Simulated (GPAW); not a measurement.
## Quasiparticle gap of H (Cmce) in GPAW

Aim: the G0W0 gap of H (Cmce) on LDA, step by step.

Main program and level: GPAW 26.7.0; LDA and many-body steps on it, plane waves.

## 1. The starting structure

Symmetry: Cmce, No. 64, orthorhombic system. Conventional cell: a = 5.247 Å, b = 5.134 Å, c = 4.142 Å, α = 90.00°, β = 90.00°, γ = 90.00°. H has 1 H at 0.74 Å nearest.

The cell and positions are those that the Materials Project relaxed with its own functionals (PBE, PBE+U or r2SCAN), kept fixed.

## 2. Ground state

This step: GPAW 26.7.0; DFT, LDA, plane waves, PAW.

The ground-state density comes first.

Contents of run.py:

```python
import json
import numpy as np
from gpaw.mpi import world
from ase import Atoms
from gpaw import GPAW, PW, FermiDirac

atoms = Atoms(['H', 'H', 'H', 'H'],
    cell=[[2.6234813799, -2.5669048168, 0.0000000000],
      [2.6234813799, 2.5669048168, 0.0000000000],
      [0.0000000000, 0.0000000000, 4.1418180000]],
    scaled_positions=[[0.9532956300, 0.0467043700, 0.0685088900],
      [0.4532956300, 0.5467043700, 0.4314911100],
      [0.5467043700, 0.4532956300, 0.5685088900],
      [0.0467043700, 0.9532956300, 0.9314911100]],
    pbc=(True, True, True))
calc = GPAW(mode=PW(600),
    xc='LDA',
    kpts={'size': (6, 6, 6), 'gamma': True},
    occupations=FermiDirac(0.001),
    nbands=-8,
    convergence={'density': 1e-6, 'bands': -3},
    maxiter=100,
    txt='gs.txt')
atoms.calc = calc
res = {'energy': atoms.get_potential_energy()}
kpts = calc.get_ibz_k_points()
res['kpts'] = kpts
res['eigenvalues'] = [calc.get_eigenvalues(kpt=k) for k in range(len(kpts))]
res['n_electrons'] = calc.get_number_of_electrons()
calc.write('gs.gpw')

if world.rank == 0:
    with open('result.json', 'w') as f:
        json.dump(res, f, default=lambda x: x.tolist())
```

Command:

```sh
mpirun -n 4 gpaw python run.py
```

Numbers of over 12 decimals in the logs are rounded to 6 here.

What it wrote:

```text
__  _  _
 | _ |_)|_||  |
 |__||  | ||/\| - 26.7.0

Input parameters:
  mode=PW(ecut=600.0),
  convergence={'density': 1e-06, 'bands': -3},
  kpts=MonkhorstPack(size=(6, 6, 6), gamma=True),
  maxiter=100,
  nbands=-8,
  occupations=Occupations(name='fermi-dirac', width=0.001, fixmagmom=False),
  xc=XC(name='LDA')
  [... matrices ...]
Diagonalizing LCAO Hamiltonian
Converting LCAO to pw mode

          H

        HH

       H

Atoms  # Å, Bohr magnetons
|   | symbol |        x |         y |        z |    initial magnetic moments |
| 0 |      H | 2.623481 | -2.327133 | 0.283751 | ( 0.0000,  0.0000,  0.0000) |
| 1 |      H | 2.623481 |  0.239771 | 1.787158 | ( 0.0000,  0.0000,  0.0000) |
| 2 |      H | 2.623481 | -0.239771 | 2.354660 | ( 0.0000,  0.0000,  0.0000) |
| 3 |      H | 2.623481 |  2.327133 | 3.858067 | ( 0.0000,  0.0000,  0.0000) |

Unit cell  # Å
| periodic |        x |         y |        z |  lengths |    angles |
|      yes | 2.623481 | -2.566905 | 0.000000 | 3.670375 | 90.000000 |
|      yes | 2.623481 |  2.566905 | 0.000000 | 3.670375 | 90.000000 |
|      yes | 0.000000 |  0.000000 | 4.141818 | 4.141818 | 88.750972 |

Number of symmetries: 4
Symmetry operations  # r_c * U_cc + t_c -> r_c
|   | kind |            matrix            |
| 0 |  E   |  1, 0, 0,  0, 1, 0,  0, 0, 1 |
| 1 |  C2  |  0, 1, 0,  1, 0, 0,  0, 0,-1 |
| 2 |  σ   |  0,-1, 0, -1, 0, 0,  0, 0, 1 |
| 3 |  i   | -1, 0, 0,  0,-1, 0,  0, 0,-1 |

BZ-sampling:
  Number of BZ points: 216
  Number of IBZ points: 68

  Monkhorst-Pack size: [6, 6, 6]
  Monkhorst-Pack shift: [0.083333, 0.083333, 0.083333]

K-points  # in reciprocal-cell coordinates
|     |                                coordinates |     weight |
|   0 | (  0.00000000,   0.00000000,   0.00000000) | 0.00462963 |
|   1 | (  0.00000000,   0.00000000,   0.16666667) | 0.00925926 |
|   2 | (  0.00000000,   0.00000000,   0.33333333) | 0.00925926 |
|   3 | (  0.00000000,   0.00000000,   0.50000000) | 0.00462963 |
|   4 | (  0.16666667,  -0.16666667,  -0.33333333) | 0.00925926 |
|   5 | (  0.16666667,  -0.16666667,  -0.16666667) | 0.00925926 |
|   6 | (  0.16666667,  -0.16666667,   0.00000000) | 0.00925926 |
|   7 | (  0.16666667,  -0.16666667,   0.16666667) | 0.00925926 |
|   8 | (  0.16666667,  -0.16666667,   0.33333333) | 0.00925926 |
|   9 | (  0.16666667,  -0.16666667,   0.50000000) | 0.00925926 |
| ... |                                            |            |
|  67 | (  0.50000000,   0.50000000,   0.50000000) | 0.00462963 |

Plane wave coefficients: 1886
Cutoff: 600.0 eV

Spin-components: 1 (collinear spins)
Bands:           10
Projectors:      12
Spin-degeneracy: 2
Datatype:        complex128

  Storage: CPU
  Wave functions: 20_247_680 bytes (5_061_920 per core)
  Projectors: 22_272_448 bytes (5_568_112 per core)
  [... matrices ...]
Parallelization:
  kpt:    4
  domain: 1
  band:   1

Density:
  Valence electrons: 4.0
  Components: 1
  Grid points: [21 21 24]
  Charge: 0.0  # |e|

Potential:
  Grid points: [21 21 24]

species:
  H:
    name:    Hydrogen
    Z:       1.0
    valence: 1
    core:    0
    charge:  0.0  # [|e|]
    compensation charges:
      type: gauss
      rc: 0.15  # [Å]
      lmax: 2
    cutoffs:
      filter: 0.85  # [Å]
      core: 0.53  # [Å]
    projectors
    | kind |    occ | energy [eV] | rcut [Å] |
    |   1s |  1.000 |      -6.353 |    0.476 |
    |    s |        |      20.858 |    0.476 |
    |    p |        |       0.000 |    0.476 |

    Using partial waves for H as LCAO basis

Reference energy: -48.515833  # eV

eigensolver:
  PPCG
  Converge bands: -3
  niter=2

density mixing:
  MSR1-Mixer
  Pratt-step length: 0.05
  Maximum mixing coefficient: 0.75
  Old densities: 10
  SVD Regularization: 0.005
  Good broyden scale: 1.0
  Trust region scale: 1.0
  Backstep threshold: 4.0
  History deletion threshold: 6.0
  Fourier metric: weight=20.0, sigma=0.015

occupation numbers:
  Fermi-Dirac:
    width: 0.0010  # eV

poisson solver:
  ecut: 4800.0  # eV

xc functional:
  name: None

Initialization done in: 0.803 s

convergence criteria:
- Maximum integral of absolute [dens]ity change: 1e-06 electrons / valence electron
- Maximum [total energy] change in last 3 cyles: 0.0005 eV / valence electron
- Maximum integral of absolute [eigenst]ate change: 4e-08 eV^2 / valence electron
maximum number of iterations: 100

SCF iterations
|iter     |     time |      energy | eigst |  dens |
|iter:   1|  |  -14.781867 | +2.67 |       |
|iter:   2|  |  -14.643063 | +1.20 | -0.39 |
|iter:   3|  |  -13.515295 | -0.43 | -0.42 |
|iter:   4|  |  -13.499119 | -2.08 | -1.20 |
|iter:   5|  |  -13.499935 | -3.98 | -1.79 |
|iter:   6|  |  -13.499923c| -5.46 | -2.92 |
|iter:   7|  |  -13.499923c| -7.55c| -4.11 |
|iter:   8|  |  -13.499923c| -7.49c| -4.56 |
|iter:   9|  |  -13.499923c| -8.73c| -5.82 |
|iter:  10|  |  -13.499923c| -9.46c| -6.44c|

Converged in 10 steps
SCF loop duration: 4.495 s (0.450 s/step)
Energy contributions relative to reference atoms: (reference = -48.515833)
  [... matrices ...]
Energy contributions:
  Kinetic:          13.715607
  Coulomb:         -16.972199
  Zero:              0.005123
  External:          0.000000
  Xc:              -10.248454
  Entropy:          -0.000000
  Spinorbit:         0.000000
  ----------------------------
  Free energy:     -13.499923
  Extrapolated:    -13.499923

dipole moment: (0.000000, 0.000000, -0.000000)  # |e|*Ang

Fermi level: -3.355
Eigenvalues  # (at kpt = [0.000, 0.000, 0.000])
| band index |      eig [eV] | occ [0-2] |
|          0 |       -10.293 |     2.000 |
|          1 |        -8.352 |     2.000 |
|          2 |         2.598 |     0.000 |
|          3 |         3.832 |     0.000 |
|          4 |         4.416 |     0.000 |
|          5 |         6.360 |     0.000 |
|          6 |         6.487 |     0.000 |
|          7 |         7.946 |     0.000 |
|          8 |        10.369 |     0.000 |
|          9 |        11.175 |     0.000 |

Gap: 8.694 eV
Transition (v -> c):
  (s=0, k=0, n=1, [0.00, 0.00, 0.00]) -> (s=0, k=51, n=2, [0.50, 0.00, 0.50])
Direct/indirect transitions are different
Direct gap: 9.356 eV
Transition at: (s=0, k=51, n=1, [0.50, 0.00, 0.50])
# Writing to gs.gpw (mode='')
  [... matrices ...]
```

Wall time 7.3 s (4 MPI ranks of Arm Neoverse V1, shared host); peak memory 0.62 GiB; 29 s of CPU time.

Numbers from this step:

```
total energy               : -13.50 eV
gap                        : 8.694 eV
k of the valence top       : 0, 0, 0
k of the conduction bottom : 0.5, 0, 0.5
least direct gap           : 9.356 eV
```

The gap is indirect, with the least direct gap 0.66 eV higher.

## 3. Bands along the symmetry lines

Levels along a band path, at the cheap level, show where the edges lie and whether the meshes to come will hold them.

Contents of run.py:

```python
import json
import numpy as np
from gpaw.mpi import world
from gpaw import GPAW

path = [[0.000000, 0.000000, 0.000000],
    [0.062500, 0.062500, 0.000000],
    [0.125000, 0.125000, 0.000000],
    [0.187500, 0.187500, 0.000000],
    [0.250000, 0.250000, 0.000000],
    [0.312500, 0.312500, 0.000000],
    [0.375000, 0.375000, 0.000000],
    [0.437500, 0.437500, 0.000000],
    [0.500000, 0.500000, 0.000000],
    [0.498667, 0.501333, 0.000000],
    [0.497333, 0.502667, 0.000000],
    [0.496000, 0.504000, 0.000000],
    [0.494667, 0.505333, 0.000000],
    [0.493333, 0.506667, 0.000000],
    [0.492000, 0.508000, 0.000000],
    [0.490667, 0.509333, 0.000000],
    [0.489334, 0.510666, 0.000000],
    [-0.489334, 0.489334, 0.000000],
    [-0.428167, 0.428167, 0.000000],
    [-0.367000, 0.367000, 0.000000],
    [-0.305833, 0.305833, 0.000000],
    [-0.244667, 0.244667, 0.000000],
    [-0.183500, 0.183500, 0.000000],
    [-0.122333, 0.122333, 0.000000],
    [-0.061167, 0.061167, 0.000000],
    [0.000000, 0.000000, 0.000000],
    [0.000000, 0.000000, 0.062500],
    [0.000000, 0.000000, 0.125000],
    [0.000000, 0.000000, 0.187500],
    [0.000000, 0.000000, 0.250000],
    [0.000000, 0.000000, 0.312500],
    [0.000000, 0.000000, 0.375000],
    [0.000000, 0.000000, 0.437500],
    [0.000000, 0.000000, 0.500000],
    [-0.061167, 0.061167, 0.500000],
    [-0.122333, 0.122333, 0.500000],
    [-0.183500, 0.183500, 0.500000],
    [-0.244667, 0.244667, 0.500000],
    [-0.305833, 0.305833, 0.500000],
    [-0.367000, 0.367000, 0.500000],
    [-0.428167, 0.428167, 0.500000],
    [-0.489334, 0.489334, 0.500000],
    [0.489334, 0.510666, 0.500000],
    [0.490667, 0.509333, 0.500000],
    [0.492000, 0.508000, 0.500000],
    [0.493333, 0.506667, 0.500000],
    [0.494667, 0.505333, 0.500000],
    [0.496000, 0.504000, 0.500000],
    [0.497333, 0.502667, 0.500000],
    [0.498667, 0.501333, 0.500000],
    [0.500000, 0.500000, 0.500000],
    [0.500000, 0.500000, 0.437500],
    [0.500000, 0.500000, 0.375000],
    [0.500000, 0.500000, 0.312500],
    [0.500000, 0.500000, 0.250000],
    [0.500000, 0.500000, 0.187500],
    [0.500000, 0.500000, 0.125000],
    [0.500000, 0.500000, 0.062500],
    [0.500000, 0.500000, 0.000000],
    [0.000000, 0.000000, 0.000000],
    [0.000000, 0.062500, 0.000000],
    [0.000000, 0.125000, 0.000000],
    [0.000000, 0.187500, 0.000000],
    [0.000000, 0.250000, 0.000000],
    [0.000000, 0.312500, 0.000000],
    [0.000000, 0.375000, 0.000000],
    [0.000000, 0.437500, 0.000000],
    [0.000000, 0.500000, 0.000000],
    [0.000000, 0.500000, 0.062500],
    [0.000000, 0.500000, 0.125000],
    [0.000000, 0.500000, 0.187500],
    [0.000000, 0.500000, 0.250000],
    [0.000000, 0.500000, 0.312500],
    [0.000000, 0.500000, 0.375000],
    [0.000000, 0.500000, 0.437500],
    [0.000000, 0.500000, 0.500000],
    [0.000000, 0.437500, 0.500000],
    [0.000000, 0.375000, 0.500000],
    [0.000000, 0.312500, 0.500000],
    [0.000000, 0.250000, 0.500000],
    [0.000000, 0.187500, 0.500000],
    [0.000000, 0.125000, 0.500000],
    [0.000000, 0.062500, 0.500000],
    [0.000000, 0.000000, 0.500000],
    [0.062500, 0.062500, 0.500000],
    [0.125000, 0.125000, 0.500000],
    [0.187500, 0.187500, 0.500000],
    [0.250000, 0.250000, 0.500000],
    [0.312500, 0.312500, 0.500000],
    [0.375000, 0.375000, 0.500000],
    [0.437500, 0.437500, 0.500000],
    [0.500000, 0.500000, 0.500000]]
calc = GPAW('gs.gpw').fixed_density(kpts=path,
    symmetry='off',
    nbands=12,
    convergence={'bands': 8},
    txt='bands.txt')
res = {}
kpts = calc.get_ibz_k_points()
res['kpts'] = kpts
res['eigenvalues'] = [calc.get_eigenvalues(kpt=k) for k in range(len(kpts))]
res['n_electrons'] = calc.get_number_of_electrons()

if world.rank == 0:
    with open('result.json', 'w') as f:
        json.dump(res, f, default=lambda x: x.tolist())
```

Command:

```sh
mpirun -n 4 gpaw python run.py
```

What it wrote:

```text
Diagonalizing LCAO Hamiltonian
Converting LCAO to pw mode
convergence criteria:
- Maximum integral of absolute [eigenst]ate change: 4e-08 eV^2 / valence electron
maximum number of iterations: 100

SCF iterations
|iter     |     time |      energy | eigst |  dens |
|iter:   1|  |             | +3.00 |       |
|iter:   2|  |             | +1.57 |       |
|iter:   3|  |             | -0.56 |       |
|iter:   4|  |             | -2.88 |       |
|iter:   5|  |             | -5.38 |       |
|iter:   6|  |             | -7.37 |       |
|iter:   7|  |             | -8.40c|       |
SCF steps: 7
  __  _  _
 | _ |_)|_||  |
 |__||  | ||/\| - 26.7.0

Input parameters:
  mode=PW(ecut=600.0),
  convergence={'bands': 8},
  gpts=array([21, 21, 24]),
  kpts=KPoints(kpts=array([[ 0.      ,  0.      ,  0.      ],
         [ 0.0625  ,  0.0625  ,  0.      ],
         [ 0.125   ,  0.125   ,  0.      ],
         [ 0.1875  ,  0.1875  ,  0.      ],
[...]
[ 0.498667,  0.501333,  0.      ],
         [ 0.497333,  0.502667,  0.      ],
[...]
[ 0.494667,  0.505333,  0.      ],
[...]
[-0.489334,  0.489334,  0.      ],
         [-0.428167,  0.428167,  0.      ],
         [-0.367   ,  0.367   ,  0.      ],
         [-0.305833,  0.305833,  0.      ],
[...]
[-0.1835  ,  0.1835  ,  0.      ],
[...]
[-0.1835  ,  0.1835  ,  0.5     ],
[...]
[-0.367   ,  0.367   ,  0.5     ],
         [-0.428167,  0.428167,  0.5     ],
         [-0.489334,  0.489334,  0.5     ],
[...]
[ 0.497333,  0.502667,  0.5     ],
         [ 0.498667,  0.501333,  0.5     ],
[...]
[ 0.375   ,  0.375   ,  0.5     ],
         [ 0.4375  ,  0.4375  ,  0.5     ],
         [ 0.5     ,  0.5     ,  0.5     ]])),
  maxiter=100,
  nbands=12,
  occupations=Occupations(name='fermi-dirac', width=0.001, fixmagmom=False),
  parallel={},
  symmetry=Symmetry(point_group=False, time_reversal=False),
  xc=XC(name='LDA')
  [... matrices ...]
timing:  # [seconds]
  Total: 0.031  # ━━━━━━━━━━━━━━━━━━━━━━━━━━━━━━━━━━━━━━━━━━━━━━━━━━━━━━━━━━━
```

Wall time 7.7 s (4 MPI ranks); peak memory 0.65 GiB.

This step gave:

* gap: 8.694 eV
* k of the valence top: 0, 0, 0
* k of the conduction bottom: 0, 0.5, 0.5
* least direct gap: 9.356 eV

The gap is 8.694 eV, as in the run before at this level.

The electronic bands at the labelled points (eV, zero at the top of the highest filled band; v1 is the highest filled band, c1 the lowest empty one):

```
     point     v2     v1     c1     c2     c3     c4
         Γ  -1.94   0.00  10.95  12.18  12.77  14.71
   halfway  -1.35  -0.22  10.29  10.95  12.07  13.41
         Y  -0.63  -0.45   9.05   9.79  13.89  14.83
   halfway  -0.63  -0.45   9.05   9.79  13.89  14.83
        F0  -0.63  -0.45   9.05   9.80  13.88  14.84
jump to Δ0  -0.63  -0.45   9.05   9.80  13.88  14.84
   halfway  -1.30  -0.31  10.29  11.25  12.42  12.66
         Γ  -1.94   0.00  10.95  12.18  12.77  14.71
   halfway  -1.66  -0.28  10.14  11.08  13.64  15.24
         Z  -0.98  -0.98  10.03  10.03  15.22  15.22
   halfway  -0.70  -0.70   9.33   9.33  13.41  13.41
        B0  -0.43  -0.43  10.53  10.53  11.96  11.96
jump to G0  -0.43  -0.43  10.53  10.53  11.96  11.96
   halfway  -0.43  -0.43  10.54  10.54  11.96  11.96
         T  -0.43  -0.43  10.54  10.54  11.96  11.96
   halfway  -0.55  -0.42   9.50  10.34  11.84  12.63
         Y  -0.63  -0.45   9.05   9.79  13.89  14.83
 jump to Γ  -1.94   0.00  10.95  12.18  12.77  14.71
   halfway  -1.60  -0.18  10.99  11.14  11.99  14.23
         S  -0.82  -0.82  10.31  10.31  13.48  13.48
   halfway  -0.74  -0.74   9.37   9.37  14.34  14.34
         R  -0.66  -0.66   8.69   8.69  15.34  15.34
   halfway  -0.83  -0.83   9.37   9.37  14.93  14.93
         Z  -0.98  -0.98  10.03  10.03  15.22  15.22
   halfway  -0.69  -0.69   9.62   9.62  12.68  12.68
         T  -0.43  -0.43  10.54  10.54  11.96  11.96
```

The electronic bands as a text plot (rows in eV, shown from -1.9 to 12.1 only; labels by their first letter):

```
   11.8 |++++        +++ +         +++ +   ++                  ++
   11.2 |+++        +  +  +          ++   +++
   10.7 |  +++     + ++ ++ +        +++      ++
   10.1 |   + +++++++     +++++    + + +++    +++       ++++   ++
    9.5 |    ++   +            ++++   ++         +    ++    +++
    8.9 |      +++                      ++        ++++
    8.3 |
    7.7 |
    7.1 |
    6.6 |
    6.0 |
    5.4 |
    4.8 |
    4.2 |
    3.6 |
    3.0 |
    2.5 |
    1.9 |
    1.3 |
    0.7 |
    0.1 |***          ****                **
   -0.5 |   **********    **    **********  ***  *****       ****
   -1.1 |   ***    **       ****             ****     *******
   -1.6 |***         *******              ***
         Γ     F|Δ      Γ    Z     BTG  Y|Γ    S   R     Z      T
```

## 4. Empty states on the mesh, 4×4×4 mesh, 266 bands

The sums over transitions need many empty states on a uniform mesh; this step solves for them.

Contents of run.py:

```python
import json
import numpy as np
from gpaw.mpi import world
from gpaw import GPAW

calc = GPAW('gs.gpw').fixed_density(kpts={'size': (4, 4, 4), 'gamma': True},
    parallel={'domain': 1, 'band': 1},
    txt='nscf.txt')
calc.diagonalize_full_hamiltonian(nbands=266)
calc.write('full.gpw', mode='all')
res = {}
kpts = calc.get_ibz_k_points()
res['kpts'] = kpts
res['eigenvalues'] = [calc.get_eigenvalues(kpt=k) for k in range(len(kpts))]
res['n_electrons'] = calc.get_number_of_electrons()

if world.rank == 0:
    with open('result.json', 'w') as f:
        json.dump(res, f, default=lambda x: x.tolist())
```

Command:

```sh
mpirun -n 4 gpaw python run.py
```

What it wrote:

```text
Diagonalizing LCAO Hamiltonian
Converting LCAO to pw mode
convergence criteria:
- Maximum integral of absolute [eigenst]ate change: 4e-08 eV^2 / valence electron
maximum number of iterations: 100

SCF iterations
|iter     |     time |      energy | eigst |  dens |
|iter:   1|  |             | +2.74 |       |
|iter:   2|  |             | +1.28 |       |
|iter:   3|  |             | -0.72 |       |
|iter:   4|  |             | -2.56 |       |
|iter:   5|  |             | -4.79 |       |
|iter:   6|  |             | -6.50 |       |
|iter:   7|  |             | -7.53c|       |
SCF steps: 7
  __  _  _
 | _ |_)|_||  |
 |__||  | ||/\| - 26.7.0

Input parameters:
  mode=PW(ecut=600.0),
  convergence={'density': 1e-06, 'bands': -3},
  gpts=array([21, 21, 24]),
  kpts=MonkhorstPack(size=(4, 4, 4), gamma=True),
  maxiter=100,
  nbands=10,
  occupations=Occupations(name='fermi-dirac', width=0.001, fixmagmom=False),
  parallel={'domain': 1, 'band': 1},
  xc=XC(name='LDA')
Matrix size: 1880x1880
# Writing to full.gpw (mode='all')
  [... matrices ...]

timing:  # [seconds]
  Total: 43.605  # ━━━━━━━━━━━━━━━━━━━━━━━━━━━━━━━━━━━━━━━━━━━━━━━━━━━━━━━━━━
```

Wall time 47 s (4 MPI ranks); peak memory 1.8 GiB; 3.2 min of CPU time.

Numbers from this step:

* gap: 8.694 eV
* k of the valence top: 0, 0, 0
* k of the conduction bottom: 0.5, 0, 0.5
* least direct gap: 9.356 eV
* k points computed: 24
* lowest point of the top converged band, above the valence top: 163.0874 eV

On this mesh the gap is 8.694 eV.

(Continued in part 2 of 2.)

[Paths, hosts, dates, memory and timing lines, banners, echoed tables and standing remarks are left out of the program output.]

[Logs are printed without paths, hosts, clocks, repeated set-up lines and the standing remarks that a program may print on its own settings, such as how far it seeks lower states.]

[Runs of the session that timed out or met a known fault of the program may be left out.]

[Hosts, paths, dates, database ids (printed as entryN), source tags and the programs' standing remarks are cut or masked in the printed files.]
